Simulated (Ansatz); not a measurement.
# MgH2 (Pbcn): the host for defect calculations

Aim: the runs on the perfect crystal MgH2 (Pbcn) that a defect calculation needs first.

Main program and level: Ansatz 0.2.0; plane-wave PAW DFT, PBEsol; single point of the host's primitive cell on a dense mesh, in the first sound run; inputs show where later runs differ.

### Step 1. Starting point

Symmetry: Pbcn, No. 60, orthorhombic system. The conventional cell has a = 4.476 Å, b = 5.394 Å, c = 4.895 Å, α = 90.00°, β = 90.00°, γ = 90.00°. Nearest to Mg lie 6 H at 1.90 to 1.99 Å. Nearest to H lie 3 Mg at 1.90 to 1.99 Å. Farther neighbours are not listed.

### Step 2. Primitive cell on a dense mesh

A dense mesh gives the host's converged energy, against which the supercell's sampling is tested.

dense/input.yaml reads:

```yaml
crystal:
  lattice:
    - [4.4760315113, 0.0, 0.0]
    - [0.0, 5.3936688775, 0.0]
    - [0.0, 0.0, 4.8946452434]
  atoms:
    - { symbol: Mg, position: [0.5, 0.8304681266, 0.75] }
    - { symbol: Mg, position: [0.0, 0.6695318734, 0.25] }
    - { symbol: Mg, position: [0.5, 0.1695318734, 0.25] }
    - { symbol: Mg, position: [0.0, 0.3304681266, 0.75] }
    - { symbol: H, position: [0.729995859, 0.8939271955, 0.4211002619] }
    - { symbol: H, position: [0.229995859, 0.6060728045, 0.5788997381] }
    - { symbol: H, position: [0.770004141, 0.6060728045, 0.9211002619] }
    - { symbol: H, position: [0.270004141, 0.8939271955, 0.0788997381] }
    - { symbol: H, position: [0.729995859, 0.1060728045, 0.9211002619] }
    - { symbol: H, position: [0.229995859, 0.3939271955, 0.0788997381] }
    - { symbol: H, position: [0.770004141, 0.3939271955, 0.4211002619] }
    - { symbol: H, position: [0.270004141, 0.1060728045, 0.5788997381] }
basis:
  ecutwfc: 420
  xc_grid: 2
hamiltonian:
  xc: pbesol
kpoints:
  mp_grid: { grid: [6, 5, 6] }
scf:
  occupations: { method: fermi_dirac, width: 0.01 }
  max_iter: 80
```

On the command line:

```console
> ansatz run input.yaml --threads 4 --pin off --max-ram 7536MiB --backend cpu --events-out ev --progress --plain --runs-dir out
```

Numbers of over 12 decimals in the logs are rounded to 6 here.

What it wrote:

```text
Engine: ansatz 0.2.0, aarch64-unknown-linux-gnu
Pseudopotentials: kind: paw
Pseudopotential: Mg, paw, valence charge 10, recommended cutoff 420 eV (normal), Mg.paw.azcp
Pseudopotential: H, paw, valence charge 1, recommended cutoff 420 eV (normal), H.paw.azcp
Functional definition: PBEsol
  exchange = pbesol_x
  correlation = pbesol_c
Crystal: 12 atoms, lattice volume = 118.168 Å³
Basis set: ecut = 420 eV, 2297 PW (Γ), exchange–correlation on 60×80×72 points (8 copies of the dense FFT grid, shifted against one another)
Bands: 36, of which v1, the nominal top of the filled ones, is band 24 counted from 1 (23 counted from 0)
Symmetry: 8 space group operations
Space group: Pbcn (ITA 60), of the structure as read, at distance tolerance 4.9e-5 Å
k-points: 48 of 180
Non-local potential: Mg, projectors of the file, l = 0: 3, l = 1: 2, l = 2: 1
Non-local potential: H, projectors of the file, l = 0: 2, l = 1: 1
PAW form: soft (Blöchl's): semilocal exchange-correlation on the pseudo side does not see the compensation charge
PAW frozen core: Mg, regenerated for the run's functional, and the local potential with it (the file was generated under x = pbe(κ = 0.804, μ = 0.219515), c = pbe(β = 0.066725))
PAW one-centre angular grid: Mg, 110 points (default); XC on 64 Gauss nodes
PAW one-centre angular grid: H, 110 points (default); XC on 64 Gauss nodes
Initial density: superposition of atomic densities (neutral atoms: chi_scale 0, normalization atom), corrected by the library's trained network
Initial wavefunctions: pseudopotential atomic-orbital guess
Functional: x = pbesol(κ = 0.804, μ = 0.123457), c = pbesol(β = 0.046)
SCF iter   1: F=—  HF=-7775.615809 eV  |F-HF|=—  |Δ(HF+E_count)|=         —  Δρ=7.46e-3  dr2=4.67e-2  ethr=1.77e-3  ⟨swp⟩=6.7  Hψ=8521  notcnv=0  defer=49
preconditioner: auto → Resta (q_TF=auto, 2.348 Å⁻¹)  ε∞=2.9  [insulator: Δε(μ)=3.340 eV  Ē_g=9.962 eV  σ=0.010 eV  W_gap=1.00  n_scr=28 (ndim 8)  ℏωp=13.7 eV  f_vac=0.000  D(μ)=0.00/eV (n_scr^D=0)  ε∞_Penn≈2.9]
SCF iter   2: F=—  HF=-7775.602841 eV  |F-HF|=—  |Δ(HF+E_count)|=   1.30e-2  Δρ=3.50e-3  dr2=1.13e-2  ethr=9.72e-5  ⟨swp⟩=1.3  Hψ=2142  notcnv=0  defer=219
SCF iter   3: F=—  HF=-7775.599437 eV  |F-HF|=—  |Δ(HF+E_count)|=   3.40e-3  Δρ=2.66e-4  dr2=7.56e-5  ethr=2.36e-5  ⟨swp⟩=2.0  Hψ=2128  notcnv=0  defer=136
automatic band count: iteration 3 solves 33 bands in place of 36: the levels show a gap, and the empty bands left out lie too high to hold charge; the band table lists the bands solved (type scf.n_extra_bands for more)
SCF iter   4: F=—  HF=-7775.599505 eV  |F-HF|=—  |Δ(HF+E_count)|=   6.85e-5  Δρ=7.12e-5  dr2=5.38e-6  ethr=1.58e-7  ⟨swp⟩=2.0  Hψ=1832  notcnv=0  defer=136
iter 5 did not close the SCF: its close was put off for the readings that it lacked (scf_convergence_deferred on its scf_iter line)
SCF iter   5: F=-7775.599510 eV  HF=-7775.599510 eV  |F-HF|=5.86e-8  |Δ(HF+E_count)|=   4.76e-6  Δρ=8.63e-6  dr2=8.34e-8  ethr=1.12e-8  ⟨swp⟩=2.0  Hψ=1832  notcnv=0  defer=136
SCF iter   6: F=-7775.599510 eV  HF=-7775.599510 eV  |F-HF|=5.25e-10  |Δ(HF+E_count)|=   6.54e-8  Δρ=8.65e-7  dr2=6.19e-10  ethr=1.74e-10  ⟨swp⟩=1.0  Hψ=3608  notcnv=0
SCF 1 converged in 6 iterations: F = -7775.599510 eV  dr2 = 6.19e-10
  greatest PAW one-centre occupation: 1.000 electrons in one spin orbital (limit 2), on the Mg atom at site 3 (counted from 0), in its partial waves of l = 0
SCF converged after 6 iterations
Free energy (F): -7775.599510 eV
Harris-Foulkes:  -7775.599510 eV  (|F-HF|=5.25e-10)
Internal energy: -7775.599510 eV  (E = F + TS)
E sigma→0 (E₀):  -7775.599510 eV
Fermi energy:    4.031552 eV
--- Per-component energies (eV) ---
  E_band       = -1483.858054
  E_kinetic    = 413.938026
  E_local      = -6815.498668  (includes V_loc(G=0)·N_el)
  E_nonlocal   = 394.350917
  E_hartree    = 2438.382357
  E_xc         = -187.050515
  E_vxc        = -243.123184  (∫ρ·V_xc dr)
  E_paw        = -1127.836524  (= ΣΔE_a)
  E_vpaw       = -110.280218  (= ΣTr[D̂ρ^β])
  E_aug_tail   = -0.009942  (compensation charges beyond the density's cutoff)
  E_ewald      = -2892.110611
  E_core_change = 0.235449  (= ΣΔE_core)
  E_smearing   = -0.000000  (= −TS)
  E_closure    = 0.000000  (closes the sum)
  Σ components = -7775.599510   (vs F -7775.599510, Δ=0.00e0)
```

It took 2.7 s on 4 threads of Arm Neoverse V1, shared host; peak memory 0.45 GiB; 7.8 s of CPU time.

In the SCF lines HF is the Harris–Foulkes energy and dr2 the Hartree energy of the density residual, in eV; the loop may stop once dr2 is under the threshold and the program's other checks hold. Hψ counts applications of the Hamiltonian.

### Step 3. Self-consistent run

This step: plane-wave PAW DFT, PBEsol; single point of the defect-free supercell, a test of its k-points (Ansatz 0.2.0).

System of this step: MgH2 (Pbcn). The cell holds 96 atoms: 32 Mg and 64 H. Its edges and angles: a = 8.952 Å, b = 10.787 Å, c = 9.789 Å, α = 90.0°, β = 90.0°, γ = 90.0°.

pristine.sampling/input.yaml reads:

```yaml
crystal:
  lattice:
    - [8.9520630226, 0.0, 0.0]
    - [0.0, 10.787337755, 0.0]
    - [0.0, 0.0, 9.7892904868]
  atoms:
    - { symbol: Mg, position: [0.25, 0.4152340633, 0.375] }
    - { symbol: Mg, position: [0.0, 0.3347659367, 0.125] }
    - { symbol: Mg, position: [0.25, 0.0847659367, 0.125] }
    - { symbol: Mg, position: [0.0, 0.1652340633, 0.375] }
    - { symbol: H, position: [0.3649979295, 0.4469635978, 0.210550131] }
    - { symbol: H, position: [0.1149979295, 0.3030364022, 0.289449869] }
    - { symbol: H, position: [0.3850020705, 0.3030364022, 0.460550131] }
    - { symbol: H, position: [0.1350020705, 0.4469635978, 0.039449869] }
    - { symbol: H, position: [0.3649979295, 0.0530364023, 0.460550131] }
    - { symbol: H, position: [0.1149979295, 0.1969635978, 0.039449869] }
    - { symbol: H, position: [0.3850020705, 0.1969635978, 0.210550131] }
    - { symbol: H, position: [0.1350020705, 0.0530364023, 0.289449869] }
    - { symbol: Mg, position: [0.25, 0.4152340633, 0.875] }
    - { symbol: Mg, position: [0.0, 0.3347659367, 0.625] }
    - { symbol: Mg, position: [0.25, 0.0847659367, 0.625] }
    - { symbol: Mg, position: [0.0, 0.1652340633, 0.875] }
    - { symbol: H, position: [0.3649979295, 0.4469635978, 0.710550131] }
    - { symbol: H, position: [0.1149979295, 0.3030364022, 0.789449869] }
    - { symbol: H, position: [0.3850020705, 0.3030364022, 0.960550131] }
    - { symbol: H, position: [0.1350020705, 0.4469635978, 0.539449869] }
    - { symbol: H, position: [0.3649979295, 0.0530364023, 0.960550131] }
    - { symbol: H, position: [0.1149979295, 0.1969635978, 0.539449869] }
    - { symbol: H, position: [0.3850020705, 0.1969635978, 0.710550131] }
    - { symbol: H, position: [0.1350020705, 0.0530364023, 0.789449869] }
    - { symbol: Mg, position: [0.25, 0.9152340633, 0.375] }
    - { symbol: Mg, position: [0.0, 0.8347659367, 0.125] }
    - { symbol: Mg, position: [0.25, 0.5847659367, 0.125] }
    - { symbol: Mg, position: [0.0, 0.6652340633, 0.375] }
    - { symbol: H, position: [0.3649979295, 0.9469635978, 0.210550131] }
    - { symbol: H, position: [0.1149979295, 0.8030364023, 0.289449869] }
[... 60 atom lines left out ...]
    - { symbol: H, position: [0.8850020705, 0.8030364023, 0.960550131] }
    - { symbol: H, position: [0.6350020705, 0.9469635978, 0.539449869] }
    - { symbol: H, position: [0.8649979295, 0.5530364023, 0.960550131] }
    - { symbol: H, position: [0.6149979295, 0.6969635977, 0.539449869] }
    - { symbol: H, position: [0.8850020705, 0.6969635977, 0.710550131] }
    - { symbol: H, position: [0.6350020705, 0.5530364023, 0.789449869] }
basis:
  ecutwfc: 420
  xc_grid: 2
hamiltonian:
  xc: pbesol
kpoints:
  mp_grid: { grid: [1, 1, 1], shift: [0.25, 0.25, 0.25] }
scf:
  occupations: { method: fermi_dirac, width: 0.01 }
  max_iter: 80
```

What it wrote:

```text
[...]
Crystal: 96 atoms, lattice volume = 945.341 Å³
Basis set: ecut = 420 eV, 18469 PW (Γ), exchange–correlation on 120×150×144 points (8 copies of the dense FFT grid, shifted against one another)
Bands: 288, of which v1, the nominal top of the filled ones, is band 192 counted from 1 (191 counted from 0)
Symmetry: 16 space group operations
k-points: 1
[...]
SCF iter   1: F=—  HF=-62204.948763 eV  |F-HF|=—  |Δ(HF+E_count)|=         —  Δρ=7.46e-3  dr2=3.73e-1  ethr=1.77e-3  ⟨swp⟩=6.0  Hψ=1308  notcnv=0  defer=50
[...]
SCF iter   6: F=-62204.819232 eV  HF=-62204.819232 eV  |F-HF|=7.37e-9  |Δ(HF+E_count)|=   6.76e-7  Δρ=1.03e-6  dr2=8.75e-9  ethr=2.09e-10  ⟨swp⟩=1.0  Hψ=488  notcnv=0
SCF 1 converged in 6 iterations: F = -62204.819232 eV  dr2 = 8.75e-9
[...]
SCF converged after 6 iterations
Free energy (F): -62204.819232 eV
[...]
Internal energy: -62204.819232 eV  (E = F + TS)
E sigma→0 (E₀):  -62204.819232 eV
Fermi energy:    4.102326 eV
[...]
```

Wall time 6.5 s (4 threads); peak memory 1.5 GiB.

Numbers from this step:

* energy over dense mesh: -2.41e-4 eV/atom

(Continued in part 2 of 3.)

[Logs are printed without paths, hosts, clocks, repeated set-up lines and the standing remarks that a program may print on its own settings, such as how far it seeks lower states.]

[Hosts, paths, dates, database ids (printed as entryN), source tags and the programs' standing remarks are cut or masked in the printed files.]

[Runs of the host that timed out are not shown.]

[For some hosts the program warned that the k-mesh of the response run may be too coarse for force constants and the static dielectric constant; such warnings are not always shown.]
